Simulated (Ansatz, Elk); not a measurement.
# Bonding as seen by X-rays: LuBeB

Structure refinements treat a crystal as free atoms side by side. For a made-up structure of LuBeB (cell and positions from a PBE relaxation) the runs below show what the calculated density changes in F(hkl).

Calculated with Elk 11.2.3 (patched build); DFT, PBE, all-electron APW+lo, Dirac cores, scalar-relativistic bands, static density, no spin.

This account leaves out most program logs.

The structure was built from a prototype and need not be the compound's stable phase.

## 1. Starting point

It takes space group P4_2/mmc (No. 131, tetragonal). The conventional cell has a = 3.665 Å, b = 3.665 Å, c = 6.886 Å, α = 90.00°, β = 90.00°, γ = 90.00°. Lu has 4 B at 2.51 Å nearest. Nearest to B lie 2 Be at 1.83 Å and 4 Lu at 2.51 Å. Be has 2 B at 1.83 Å nearest. Farther neighbours are not listed.

## 2. Ground state and structure factors

An all-electron density is needed, since X-rays see the cores too. Task 0 finds the density and task 195 Fourier-transforms it; tshift is off so that phases refer to the origin typed.

File elk.in:

```
tasks
  0
  195

xctype
  20

spinpol
  .false.

rgkmax
  7.0

gmaxvr
  14.0

lmaxo
  7

lmaxapw
  8

swidth
  0.002

tshift
  .false.

ramdisk
  .false.

hmaxvr
  5.5

maxscl
  120

epspot
  1e-06

sppath
  './'

avec
  6.92516935281 0.00000000000 -0.00000000000
  0.00000000000 6.92516935281 0.00000000000
  -0.00000000000 0.00000000000 13.01298848160

atoms
  3
  'Lu.in'
  2
  0.0000000000 0.0000000000 0.2500000000   0.000000 0.000000 0.000000
  0.0000000000 0.0000000000 0.7500000000   0.000000 0.000000 0.000000
  'B.in'
  2
  0.0000000000 0.5000000000 0.0000000000   0.000000 0.000000 0.000000
  0.5000000000 0.0000000000 0.5000000000   0.000000 0.000000 0.000000
  'Be.in'
  2
  0.5000000000 0.5000000000 0.5000000000   0.000000 0.000000 0.000000
  0.5000000000 0.5000000000 0.0000000000   0.000000 0.000000 0.000000

ngridk
  6 6 4
```

The run is started by

```
OMP_NUM_THREADS=4 elk
```

Wall time 49 s (4 threads of Arm Neoverse V1, shared host); peak memory 0.22 GiB.

SFACRHO.OUT:

```text

h k l indices transformed by vhmat matrix:
   1.000000000       0.000000000       0.000000000    
   0.000000000       1.000000000       0.000000000    
   0.000000000       0.000000000       1.000000000    

      h      k      l  multipl.   |H|            Re(F)            Im(F)           |F|

      0      0      0      1   0.0000000       160.00000     -0.78540164E-17   160.00000    
      0      0      1      2  0.48283953      0.78488514E-14  0.71904289E-15  0.78817187E-14
      0     -1      0      2  0.90729699       123.25565      0.19166893E-14   123.25565    
      1      0      0      2  0.90729699       123.25565     -0.18311604E-14   123.25565    
      0      0      2      2  0.96567907      -114.46015     -0.12494734E-14   114.46015    
      0     -1     -1      4   1.0277752      -7.3455580      0.16439810E-14   7.3455580    
      1      0     -1      4   1.0277752       7.3455580      0.17405238E-14   7.3455580    
      1     -1      0      4   1.2831117       119.30799     -0.71923611E-15   119.30799    
     -1      0      2      4   1.3250373      -124.33492      0.29149211E-14   124.33492    
      0     -1      2      4   1.3250373      -124.33492      0.16916564E-14   124.33492    
      1     -1     -1      8   1.3709521      0.70369012E-14  0.11034299E-14  0.71228882E-14
      0      0     -3      2   1.4485186     -0.12449902E-12 -0.86671825E-14  0.12480035E-12
      1     -1      2      8   1.6058990      -115.34507      0.68730020E-15   115.34507    
     -1      0      3      4   1.7092086       4.4047113     -0.73965512E-14   4.4047113    
      0      1     -3      4   1.7092086      -4.4047113     -0.19110688E-14   4.4047113    
     -2      0      0      2   1.8145940       117.62768     -0.34933336E-14   117.62768    
      0     -2      0      2   1.8145940       117.62768     -0.35495564E-14   117.62768    
      0      2     -1      4   1.8777341      0.22263326      0.93654642E-15  0.22263326
```

Elk indexes on the primitive cell of elk.in and gives |H| = 4π sin θ/λ in inverse bohr. Below, one row stands for each form hkl of the conventional cell (m members, Friedel mates merged), F is for one primitive cell and the density is static (no thermal factor). Free-atom factors are Waasmaier and Kirfel's, and R is Σm||F|−|F'||/Σm|F|.

```tsv
hkl	m	sin θ/λ (Å⁻¹)	abs F, DFT	neutral atoms	diff.
001	2	0.073	0.000	0.000	+0.000
100	4	0.136	123.256	123.501	-0.245
002	2	0.145	114.460	115.748	-1.288
101	8	0.155	7.346	6.503	+0.843
110	4	0.193	119.308	119.811	-0.503
102	8	0.199	124.335	124.434	-0.099
111	8	0.206	0.000	0.000	+0.000
003	2	0.218	0.000	0.000	+0.000
112	8	0.241	115.345	115.527	-0.182
103	8	0.257	4.405	4.432	-0.027
200	4	0.273	117.628	118.055	-0.427
201	8	0.282	0.223	0.000	+0.223
004	2	0.290	115.207	115.387	-0.180
113	8	0.291	0.000	0.000	+0.000
210	8	0.305	102.412	102.564	-0.152
202	8	0.309	98.078	98.160	-0.082
211	16	0.314	3.676	3.842	-0.166
104	8	0.321	100.149	100.509	-0.360
```

## 3. The highest occupied states alone

An energy window below the Fermi level keeps the highest occupied states, to see at which angles they scatter; shallow core shells can lie inside it and anion s states outside. No new self-consistency is needed.

elk.in, as its differences from that of step 2:

```diff
@@ -1,3 +1,2 @@
 tasks
-  0
   195
@@ -40,2 +39,5 @@
 
+wsfac
+  -0.328210 0.523030
+
 sppath
```

The run is started by

```
OMP_NUM_THREADS=4 elk
```

Wall time 13 s (4 threads); peak memory 0.19 GiB.

States within 15 eV below the Fermi level hold 44.00 electrons; any levels below the window count with the cores. Their amplitudes can exceed the total, where window and core parts have opposite phase:

```tsv
hkl	sin θ/λ (Å⁻¹)	abs F, window	abs F, all
001	0.073	0.000	0.000
100	0.136	24.924	123.256
002	0.145	20.713	114.460
101	0.155	3.432	7.346
110	0.193	21.981	119.308
102	0.199	23.737	124.335
111	0.206	0.000	0.000
003	0.218	0.000	0.000
112	0.241	22.241	115.345
103	0.257	0.685	4.405
```

## 4. Another functional

The difference from free atoms is small, so it is set against the change that LDA (Perdew-Wang) makes.

elk.in, as its differences from that of step 3:

```diff
@@ -1,2 +1,3 @@
 tasks
+  0
   195
@@ -4,3 +5,3 @@
 xctype
-  20
+  3
 
@@ -39,5 +40,2 @@
 
-wsfac
-  -0.328210 0.523030
-
 sppath
```

The run is started by

```
OMP_NUM_THREADS=4 elk
```

The job ended after 28 s (4 threads; peak memory 0.19 GiB; 84 s of CPU time).

Against the first run R = 0.04 %; the largest change is -0.052 at 440.

## 5. A coarser k-mesh

About half the k-points along each axis test the sampling.

elk.in, as its differences from that of step 4:

```diff
@@ -5,3 +5,3 @@
 xctype
-  3
+  20
 
@@ -64,2 +64,2 @@
 ngridk
-  6 6 4
+  3 3 2
```

The run is started by

```
OMP_NUM_THREADS=4 elk
```

The job ended after 25 s (4 threads; peak memory 0.21 GiB; 50 s of CPU time).

Against the first run R = 0.01 %; the largest change is +0.036 at 101.

## 6. Settings against the effect

```tsv
run	R against the first run (%)	R against neutral atoms, low angle (%)	wall time
PBE, rgkmax 7	0.00	0.48	49 s
LDA (Perdew-Wang)	0.04	0.47	28 s
k-mesh 3×3×2	0.01	0.48	25 s
```

## 7. Summary of results

| Quantity | Value |
| --- | --- |
| R against neutral atoms, sin θ/λ < 0.3 Å⁻¹ | 0.48 % |
| R against neutral atoms, 0.3 to 0.79 Å⁻¹ | 0.25 % |

What this shows: Independent neutral atoms miss the calculated amplitudes by R = 0.48 % below 0.3 Å⁻¹ and 0.25 % from there to 0.79 Å⁻¹; by shells, 0.49 % below 0.15 Å⁻¹ (2 forms), 0.47 % 0.15 to 0.3 (8 forms), 0.26 % 0.3 to 0.45 (19 forms), 0.25 % above 0.45 (95 forms). Bonding, aspherical density and the tables' own atoms all enter these figures, and the runs don't part them. The largest change of an amplitude is -1.29 electrons, at 002. Weak lines can change much in proportion: 201 goes from 0.00 to 0.22. The window's part falls from 44.0 electrons at the origin to at most 12.17 between 0.45 and 0.79 Å⁻¹, where compact states inside the window still scatter. Below 0.3 Å⁻¹ the changes that finished (LDA (Perdew-Wang) and k-mesh 3×3×2) move F by R = 0.02 % at most, against the 0.48 % that separates it from free atoms. The basis has no finished test. Spin-orbit coupling is left out, which can matter for elements this heavy. Part of the difference isn't bonding: the tables are fits to free atoms and ions calculated by other methods than this functional. Thermal motion, anomalous dispersion and extinction are left out.

[Logs are printed without paths, hosts, clocks, repeated set-up lines and the standing remarks that a program may print on its own settings, such as how far it seeks lower states.]

[Hosts, paths, dates, database ids (printed as entryN), source tags and the programs' standing remarks are cut or masked in the printed files.]
